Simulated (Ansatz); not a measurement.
# Cr_Ca in CaO (Fm-3m): charge-transition levels and formation energies

Wanted: the transition levels of a substitutional impurity in CaO (Fm-3m), from a cell of 54 host atoms with 1 Ca taken out and 1 Cr put in.

Program: Ansatz 0.2.0. Level of theory: place-levels on r2SCAN runs: charge-transition levels and formation energies with image-charge correction and potential alignment at the atomic sites; PAW set soft_1. Results are calculated unless marked as measured.

In doubt: warnings of the run leave room for a lower electronic state (in some of the runs), so energies may not be the lowest and differences between runs may mislead.

**1. Starting point**

The cell holds 54 atoms: 26 Ca, 27 O and 1 Cr. Its edges and angles: a = 10.173 Å, b = 10.173 Å, c = 10.173 Å, α = 60.0°, β = 60.0°, γ = 60.0°. It derives from CaO (space group Fm-3m). Nearest the centre at fractional (0.667, 0.667, 0.333): Cr51 at 0.00 Å, O28 at 2.40 Å, O44 at 2.40 Å, O32 at 2.40 Å, O34 at 2.40 Å, O46 at 2.40 Å, O50 at 2.40 Å, Ca21 at 3.39 Å.

Known beforehand: the electronic dielectric constant, 3.85, and the static one, 16.67, computed on the host (DFPT, PBEsol, on the r2SCAN cell), and a cell off the functional's own equilibrium shifts the ionic part.

The cell's shortest repeat is 10.2 Å.

**2. The runs of each charge state**

Levels follow from differences of total energies between charge states, each relaxed by itself.

Each atom starts 0.05 Å or so off its site in a random direction: a symmetric start keeps its symmetry, and would miss off-centre moves and Jahn–Teller distortions. Forces are taken at one point at (¼, ¼, ¼). The cell holds 1 electron more than the neutral one, with a uniform background that keeps it neutral on the whole. The electron count is odd, so at least one spin is unpaired; this run locks the moment at 1 μB.

The sampling was tested on the host first: at the k-points planned (1x1x1 shifted 0.25 0.25 0.25) its energy lies 0.005 eV an atom from the dense-mesh value, under the bound of 0.02 eV set for this test; that bounds the host's error, not the defect's.

One state's input; the others differ in charge, spin, start and seed, and in occupations where the table says so.

Contents of qm1_M1.relax/input.yaml:

```yaml
crystal:
  lattice:
    - [0.0, 7.19307716, 7.19307716]
    - [7.19307716, 0.0, 7.19307716]
    - [7.19307716, 7.19307716, 0.0]
  atoms:
    - { symbol: Ca, position: [0.0, 0.0, 0.0] }
    - { symbol: O, position: [0.16666667, 0.16666667, 0.16666667] }
[... 6 atom lines left out ...]
    - { symbol: Ca, position: [0.0, 0.33333333, 0.33333333] }
[... 3 atom lines left out ...]
    - { symbol: Ca, position: [0.0, 0.66666667, 0.0] }
[... 1 atom line left out ...]
    - { symbol: Ca, position: [0.0, 0.66666667, 0.33333333] }
[... 5 atom lines left out ...]
    - { symbol: Ca, position: [0.33333333, 0.0, 0.33333333] }
[... 4 atom lines left out ...]
    - { symbol: O, position: [0.5, 0.5, 0.16666667] }
[... 1 atom line left out ...]
    - { symbol: O, position: [0.5, 0.5, 0.5] }
[... 3 atom lines left out ...]
    - { symbol: O, position: [0.5, 0.83333333, 0.16666667] }
    - { symbol: Ca, position: [0.33333333, 0.66666667, 0.33333333] }
    - { symbol: O, position: [0.5, 0.83333333, 0.5] }
    - { symbol: Ca, position: [0.33333333, 0.66666667, 0.66666667] }
[... 1 atom line left out ...]
    - { symbol: Ca, position: [0.66666667, 0.0, 0.0] }
[... 1 atom line left out ...]
    - { symbol: Ca, position: [0.66666667, 0.0, 0.33333333] }
[... 4 atom lines left out ...]
    - { symbol: O, position: [0.83333333, 0.5, 0.16666667] }
    - { symbol: Ca, position: [0.66666667, 0.33333333, 0.33333333] }
    - { symbol: O, position: [0.83333333, 0.5, 0.5] }
    - { symbol: Ca, position: [0.66666667, 0.33333333, 0.66666667] }
[... 1 atom line left out ...]
    - { symbol: Ca, position: [0.66666667, 0.66666667, 0.0] }
    - { symbol: O, position: [0.83333333, 0.83333333, 0.16666667] }
    - { symbol: Cr, position: [0.66666667, 0.66666667, 0.33333333], spin: 1.0 }
[... 1 atom line left out ...]
    - { symbol: Ca, position: [0.66666667, 0.66666667, 0.66666667] }
    - { symbol: O, position: [0.83333333, 0.83333333, 0.83333333] }
  host:
    repeats: [3, 3, 3]
    atoms:
      - { symbol: Ca, position: [0.0, 0.0, 0.0] }
      - { symbol: O, position: [0.5, 0.5, 0.5] }
total_charge: -1
basis:
  ecutwfc: 500
  xc_grid: 2
hamiltonian:
  xc: r2scan
  pseudopotentials: { kind: paw, azcp: { folder: soft_1 } }
kpoints:
  mp_grid: { grid: [1, 1, 1], shift: [0.25, 0.25, 0.25] }
magnetization:
  spin_polarized: true
  initial_magnetization: 1
  spin_locking: { lock_magnetization: hard }
scf:
  occupations: { method: fixed }
  max_iter: 100
output:
  forces: true
  charged_corrections:
    epsilon: 3.85
    static_epsilon: 16.67
    defect_position: [0.666667, 0.666667, 0.333333]
relax:
  f_tol: 0.02
  max_steps: 80
  random_displacement: { amplitude: 0.05, seed: 5568 }
checkpoint:
  write: "../qm1_M1.relax.run"
  compress: false
  write_wavefunctions: true
  write_every: 100000
```

Run with:

```sh
ansatz run input.yaml --threads 8 --pin off --max-ram 15073MiB --backend cpu --events-out ev --progress --plain --runs-dir out
```

The relaxed structure is kept and the sampling changed to a 2×2×2 shifted mesh.

The run of this state that the levels use, under r2SCAN:

Contents of qm1_M1.point/input.yaml:

```yaml
crystal:
  checkpoint: "../qm1_M1.relax.run"
  host: checkpoint
total_charge: -1
basis:
  ecutwfc: 500
  xc_grid: 2
hamiltonian:
  xc: r2scan
  pseudopotentials: { kind: paw, azcp: { folder: soft_1 } }
kpoints:
  mp_grid: { grid: [2, 2, 2], shift: [0.5, 0.5, 0.5] }
magnetization:
  spin_polarized: true
  initial_magnetization: 1
  spin_locking: { lock_magnetization: hard }
scf:
  occupations: { method: fermi_dirac, width: 0.01 }
  max_iter: 100
output:
  forces: true
  eigenvalues: true
  charged_corrections:
    epsilon: 3.85
    static_epsilon: 16.67
    defect_position: [0.666667, 0.666667, 0.333333]
  eigenstates: { localisation: true }
  populations: true
  efg: {}
checkpoint:
  read: "../qm1_M1.relax.run"
  write: "../qm1_M1.point.run"
  compress: false
  write_wavefunctions: false
  write_every: 100000
```

Relaxations under r2SCAN at one point at (¼, ¼, ¼); times on 8 threads of Arm Neoverse V2, shared host:

```tsv
charge	moment (μB)	occupations	outcome	steps	largest displacement against the far atoms (Å)	time
−1	1	fixed	converged	8	0.05	3.6 min
−1	5	fixed	converged	14	0.20	3.7 min
−1	3	fixed	converged	8	0.18	2.4 min
0	0	fixed	converged	7	0.13	74 s
0	4	fixed	converged	11	0.19	2.7 min
0	2	fixed	converged	10	0.25	4.8 min
+1	1	fixed	converged	7	0.26	3.5 min
+1	3	fixed	converged	5	0.25	92 s
+2	0	fixed	not converged	-	-	47 s
+2	0	fermi-dirac	converged	25	0.63	5.5 min
+2	2	fixed	converged	13	0.42	4.1 min
```

Single points under r2SCAN at a 2×2×2 shifted mesh; times on 8 threads of Arm Neoverse V2, shared host:

```tsv
charge	moment (μB)	occupations	outcome	time
−1	1	fermi-dirac	converged	2.6 min
−1	5	fermi-dirac	converged	2 min
−1	3	fermi-dirac	converged	1.9 min
0	0	fermi-dirac	converged	53 s
0	4	fermi-dirac	converged	1.8 min
0	2	fermi-dirac	converged	2.9 min
+1	1	fermi-dirac	converged	2.8 min
+1	3	fermi-dirac	converged	1.7 min
+2	0	fermi-dirac	converged	43 s
+2	2	fermi-dirac	converged	1.8 min
```

Distances (Å) from Cr51 to the nearest atoms after relaxation with r2SCAN:

```tsv
charge	moment (μB)	1.	2.	3.	4.	5.	6.
−1	1	O 2.41	O 2.41	O 2.41	O 2.41	O 2.41	O 2.41
−1	5	O 2.31	O 2.37	O 2.38	O 2.59	O 2.60	O 2.66
−1	3	O 2.22	O 2.22	O 2.22	O 2.22	O 2.54	O 2.55
0	0	O 2.27	O 2.27	O 2.28	O 2.28	O 2.28	O 2.28
0	4	O 2.21	O 2.21	O 2.21	O 2.21	O 2.54	O 2.55
0	2	O 2.15	O 2.15	O 2.37	O 2.37	O 2.37	O 2.37
+1	1	O 2.14	O 2.14	O 2.14	O 2.14	O 2.14	O 2.14
+1	3	O 2.14	O 2.15	O 2.15	O 2.15	O 2.15	O 2.15
+2	0	O 1.78	O 1.78	O 1.98	O 1.98	O 2.58	O 2.58
+2	2	O 1.98	O 1.98	O 1.98	O 1.99	O 2.14	O 2.14
```

**3. Levels against the band edges, r2SCAN**

A charged cell interacts with its images and the background, and its potential has another zero than the host's. place-levels removes the first by a point-charge model, screened by the static dielectric constant since the ions have relaxed around the charge, and the second by comparing potentials at atoms far from the defect.

The host is a run of the defect-free crystal in the same cutoffs, grids and k-points, so that basis and sampling errors cancel in part in the differences. The host is run in a cell of 2 atoms on a matching mesh. Its band edges are searched through the zone by a band path, so the gap is smaller than, or equal to, that on the mesh. Chemical potentials are energies per atom of Ca (fcc) and Cr (bcc, antiferromagnetic), run with the same functional and cutoff.

Contents of levels.point.yaml:

```yaml
host:
  run: host.point.run
states: [qm1_M1.point.run, qm1_M5.point.run, qm1_M3.point.run, q0.point.run, q0_M4.point.run, q0_M2.point.run, qp1_M1.point.run, qp1_M3.point.run, qp2.point.run, qp2_M2.point.run]
geometry_from:
  qm1_M1.point.run: qm1_M1.relax.run
  qm1_M5.point.run: qm1_M5.relax.run
  qm1_M3.point.run: qm1_M3.relax.run
  q0.point.run: q0.relax.run
  q0_M4.point.run: q0_M4.relax.run
  q0_M2.point.run: q0_M2.relax.run
  qp1_M1.point.run: qp1_M1.relax.run
  qp1_M3.point.run: qp1_M3.relax.run
  qp2.point.run: qp2.relax_smeared.run
  qp2_M2.point.run: qp2_M2.relax.run
chemical_potentials:
  Ca:
    energy: -1821.671293
    dataset: <sha256 of the dataset>
  Cr:
    energy: -3382.701291
    dataset: "<sha256 of the dataset>"
epsilon: 3.85
static_epsilon: 16.67
vertical:
  - { from: qm1_M1.point.run, to: qm1_M1.point_neutral.run }
  - { from: qm1_M5.point.run, to: qm1_M5.point_neutral.run }
  - { from: qm1_M3.point.run, to: qm1_M3.point_neutral.run }
  - { from: qp1_M1.point.run, to: qp1_M1.point_neutral.run }
  - { from: qp1_M3.point.run, to: qp1_M3.point_neutral.run }
  - { from: qp2.point.run, to: qp2.point_neutral.run }
  - { from: qp2_M2.point.run, to: qp2_M2.point_neutral.run }
```

Run with:

```sh
ansatz place-levels levels.point.yaml -- --threads 8 --pin off --max-ram 15073MiB
```

Numbers of over 12 decimals in the logs are rounded to 6 here.

Log:

```text
[... repeated set-up lines and file paths are left out, and long positions are rounded to six places ...]
(+2/+1) 0.416 eV above the valence edge, 3.781 eV under the conduction edge
(+1/0) 2.908 eV above the valence edge, 1.289 eV under the conduction edge
(0/-1) 4.020 eV above the valence edge, 0.177 eV under the conduction edge
formation energy of charge +2: +0.298 eV with the Fermi level at the valence edge
formation energy of charge +1: +0.714 eV with the Fermi level at the valence edge
formation energy of charge 0: +3.622 eV with the Fermi level at the valence edge
formation energy of charge -1: +7.642 eV with the Fermi level at the valence edge
vertical -1 to 0: no energy, since no alignment is typed
  the change from vertical[0].from (qm1_M1.point.run) to vertical[0].to (qm1_M1.point_neutral.run): by its spins about the atoms it stands at 0.666 0.667 0.334, with an rms radius of about 1.1 Å (0.6 0.6 0.6 Å across the planes of the cell's vectors); [...]
vertical -1 to 0: no energy, since no alignment is typed
  the change from vertical[1].from (qm1_M5.point.run) to vertical[1].to (qm1_M5.point_neutral.run): by its potential at epsilon 3.85 it stands at 0.651 0.654 0.367, with an rms radius of about 2.1 Å (1.2 1.2 1.3 Å across the planes of the cell's vectors); [...]
vertical -1 to 0: no energy, since no alignment is typed
  the change from vertical[2].from (qm1_M3.point.run) to vertical[2].to (qm1_M3.point_neutral.run): by its potential at epsilon 3.85 it is spread over the cell along a vector, with an rms radius of about 6.9 Å (4.0 4.0 4.0 Å across the planes of the cell's [...]
vertical +1 to 0: no energy, since no alignment is typed
[...]
of states[3] (q0.point.run): its alignment with the host at atomic sites is doubtful: the cell is too small to show whether the defect's potential has decayed: take a larger one
  of states[2] (qm1_M3.point.run): it parts from the run at its places by a charge that spreads by about 4 Å along one vector (1.4 Å or more is wide), by its potential at epsilon 3.85, taken for that of held ions (one typed too small widens it), where the [...]
  of states[0] (qm1_M1.point.run): its alignment with the host at atomic sites is doubtful: the cell is too small to show whether the defect's potential has decayed: take a larger one; stability_check_not_made
  of vertical[0].from (qm1_M1.point.run): stability_check_not_made
  of vertical[1].from (qm1_M5.point.run): stability_check_not_made
  vertical[2].from (qm1_M3.point.run): levels filled in part (TS 0.002 eV): its energy is of no whole electron's
  of vertical[2].from (qm1_M3.point.run): its moments are held at its close (magnetization.spin_locking), by a field of 0.196 eV a Bohr magneton, and its energy and levels are of the state that this holds: a run that lets them go can end lower; [...]
  vertical[2].to (qm1_M3.point_neutral.run): levels filled in part (TS 0.006 eV): its energy is of no whole electron's
  of vertical[2].to (qm1_M3.point_neutral.run): negative_dielectric_reading
  of vertical[3].from (qp1_M1.point.run): stability_check_not_made
  vertical[3].to (qp1_M1.point_neutral.run): levels filled in part (TS 0.020 eV): its energy is of no whole electron's
  of vertical[4].from (qp1_M3.point.run): stability_check_not_made; [...]
  vertical[4].to (qp1_M3.point_neutral.run): levels filled in part (TS 0.020 eV): its energy is of no whole electron's
  of vertical[5].from (qp2.point.run): of the run under geometry_from: earlier_solves_read_negative; of the run under geometry_from: minimisation_begun; [...]
  vertical[5].to (qp2.point_neutral.run): levels filled in part (TS 0.006 eV): its energy is of no whole electron's
  of vertical[6].from (qp2_M2.point.run): stability_check_not_made
  vertical[6].to (qp2_M2.point_neutral.run): levels filled in part (TS 0.016 eV): its energy is of no whole electron's
```

Run time: 0.9 s. Hardware: 8 threads of Arm Neoverse V2, shared host.

Levels between the charges placed, in eV above the valence top:

```tsv
	gap (eV)	(+2/+1)	(+1/0)	(0/−1)
r2SCAN	4.20	0.42	2.91	4.02
```

Corrections by state:

```tsv
charge	moment (μB)	image terms and alignment (eV)	band filling (eV)	ε used	over the lowest of its charge, as the program ranks them, band filling apart (eV)
+2	2.0	0.547	-	16.67	0.000
+1	3.0	0.126	-	16.67	0.000
0	4.0	0.000	-	-	0.000
−1	5.0	0.156	-	16.67	0.000
+2	0.0	0.561	-	16.67	1.584
+1	1.0	0.125	-	16.67	1.184
0	2.0	0.000	-	-	0.909
0	0.0	0.000	-	-	2.716
−1	3.0	0.112	-	16.67	0.526
−1	1.0	0.147	-	16.67	1.280
```

The charged structures listed were also run neutral, and place-levels reads from each pair, by the potential or the spins, how wide the charge is by which they differ; that can be the carrier of either run.

```tsv
charge	rms radius (Å)	spread where it is widest against the cell (Å)	wide from (Å)	reading
+2	1.4	0.81	1.44	narrow
+1	2.8	1.61	1.44	wide
−1	2.1	1.27	1.44	narrow
```

The neutral runs of these pairs need not share the spin of the lowest neutral state, and very wide values only mean spread over the cell.

From the program's caveats on the states, each cut to its opening words:

- charge +2 (2 μB), +1 (3 μB), 0 (4 μB), −1 (5 μB), +2, +1 (1 μB), 0 (2 μB), 0, −1 (3 μB), −1 (1 μB): its alignment with the host at atomic sites is doubtful: the cell is too small to show whether the defect's potential has decayed: take a larger one
- charge +2 (2 μB), +1 (3 μB), 0 (4 μB), −1 (5 μB), +1 (1 μB), 0 (2 μB), −1 (3 μB), −1 (1 μB): flagged: stability check not made
- charge +1 (3 μB): it parts from the run at its places by a charge that spreads by about 1.6 Å along one vector (1.4 Å or more is wide), by its potential at epsilon 3.85, taken [...]
- charge +2: it parts from the run at its places by a charge that spreads by about 1.8 Å along one vector (1.4 Å or more is wide), by its potential at epsilon 3.85, taken [...]
- charge −1 (3 μB): it parts from the run at its places by a charge that spreads by about 4 Å along one vector (1.4 Å or more is wide), by its potential at epsilon 3.85, taken for [...]
- charge −1 (3 μB): its moments are held at its close (magnetization.spin_locking), by a field of 0.196 eV a Bohr magneton, and its energy and levels are of the state that this [...]

The host's formation energy from the elements is -3.216 eV per atom; it sets how far the chemical potentials can move.

Limit set by the element alone; other compounds of these elements are not counted. Chemical potentials from the elements' reference states: Ca 0.00 eV, O -6.43 eV, Cr 0.00 eV. Formation energy by charge state (Ca-rich; gap 4.20 eV):

```tsv
charge	at valence top (eV)	at conduction bottom (eV)	correction included (eV)
+2	0.30	8.69	0.55
+1	0.71	4.91	0.13
0	3.62	3.62	0.00
−1	7.64	3.45	0.16
```

| Fermi level (eV) | lowest formation energy (eV) |
| --- | --- |
| 0.00 | 0.30 |
| 0.38 | 1.06 |
| 0.76 | 1.48 |
| 1.14 | 1.86 |
| 1.53 | 2.24 |
| 1.91 | 2.62 |
| 2.29 | 3.01 |
| 2.67 | 3.39 |
| 3.05 | 3.62 |
| 3.43 | 3.62 |
| 3.82 | 3.62 |
| 4.20 | 3.45 |

Limit set by the element alone; other compounds of these elements are not counted. Chemical potentials from the elements' reference states: O 0.00 eV, Ca -6.43 eV, Cr 0.00 eV. Formation energies (O-rich), with the Fermi level at the valence top and at the conduction bottom (gap 4.20 eV):

```tsv
charge	at valence top (eV)	at conduction bottom (eV)	correction included (eV)
+2	-6.13	2.26	0.55
+1	-5.72	-1.52	0.13
0	-2.81	-2.81	0.00
−1	1.21	-2.99	0.16
```

```json
{"Fermi level (eV)": "0.00", "lowest formation energy (eV)": "-6.13"}
{"Fermi level (eV)": "0.38", "lowest formation energy (eV)": "-5.37"}
{"Fermi level (eV)": "0.76", "lowest formation energy (eV)": "-4.96"}
{"Fermi level (eV)": "1.14", "lowest formation energy (eV)": "-4.57"}
{"Fermi level (eV)": "1.53", "lowest formation energy (eV)": "-4.19"}
{"Fermi level (eV)": "1.91", "lowest formation energy (eV)": "-3.81"}
{"Fermi level (eV)": "2.29", "lowest formation energy (eV)": "-3.43"}
{"Fermi level (eV)": "2.67", "lowest formation energy (eV)": "-3.05"}
{"Fermi level (eV)": "3.05", "lowest formation energy (eV)": "-2.81"}
{"Fermi level (eV)": "3.43", "lowest formation energy (eV)": "-2.81"}
{"Fermi level (eV)": "3.82", "lowest formation energy (eV)": "-2.81"}
{"Fermi level (eV)": "4.20", "lowest formation energy (eV)": "-2.99"}
```

**4. What came out**

| Item | Value |
| --- | --- |
| gap of the host | 4.20 eV (r2SCAN) |
| level (plus 2/plus 1) | 0.42 eV above the valence top |
| level (plus 1/0) | 2.91 eV above the valence top |
| level (0/minus 1) | 4.02 eV above the valence top |
| lowest of the charges placed, just above the valence top (0.02 eV) | +2 |
| lowest of the charges placed, just below the conduction bottom (0.02 eV) | −1 |
| lowest formation energy at mid-gap of the charges run, Ca-rich | 2.81 eV |
| lowest formation energy at mid-gap of the charges run, O-rich | -3.62 eV |

What this shows: Of the charges placed (−1, 0, +1 and +2), the lowest changes at 0.42 eV (+2/+1), 2.91 eV (+1/0) and 4.02 eV (0/−1) above the valence top, in a gap of 4.20 eV. (+2/+1) lies nearer to a band edge than the share of the finite-size correction in it (0.42 eV), and that correction holds for a localised charge alone. Charges above +2 and below −1 were not placed, so these runs say nothing of levels that involve them. States placed: +2 at 2 μB and 0 μB; +1 at 3 μB and 1 μB; 0 at 4 μB, 2 μB and 0 μB; −1 at 5 μB, 3 μB and 1 μB. Other spin states or structures, where not listed, weren't placed. Cr is taken at its element; compounds, which aren't counted here, bound the chemical potentials and would shift these formation energies. The lowest formation energy (O-rich) is negative across the gap, so the defect would form by itself: these chemical potentials lie beyond what competing compounds allow, or the host is unstable against it. The program doubts the alignment of potentials for at least one state, a sign that the cell is small. Limits: r2SCAN makes the gap too small and tends to spread out bound carriers; where a gas molecule sets a chemical potential or the host's formation energy, its binding is uncorrected.

[Logs are printed without paths, hosts, clocks, repeated set-up lines and the standing remarks that a program may print on its own settings, such as how far it seeks lower states.]

[Hosts, paths, dates, database ids (printed as entryN), source tags and the programs' standing remarks are cut or masked in the printed files.]

[Where a table of states has a column of steps, it counts the stored structures, which are thinned; the runs took as many ionic steps or more.]

[A defect's name tells the site on which it was built; relaxed atoms can leave that site.]

[For some hosts the program warned that the k-mesh of the response run may be too coarse for force constants and the static dielectric constant; such warnings are not shown here.]
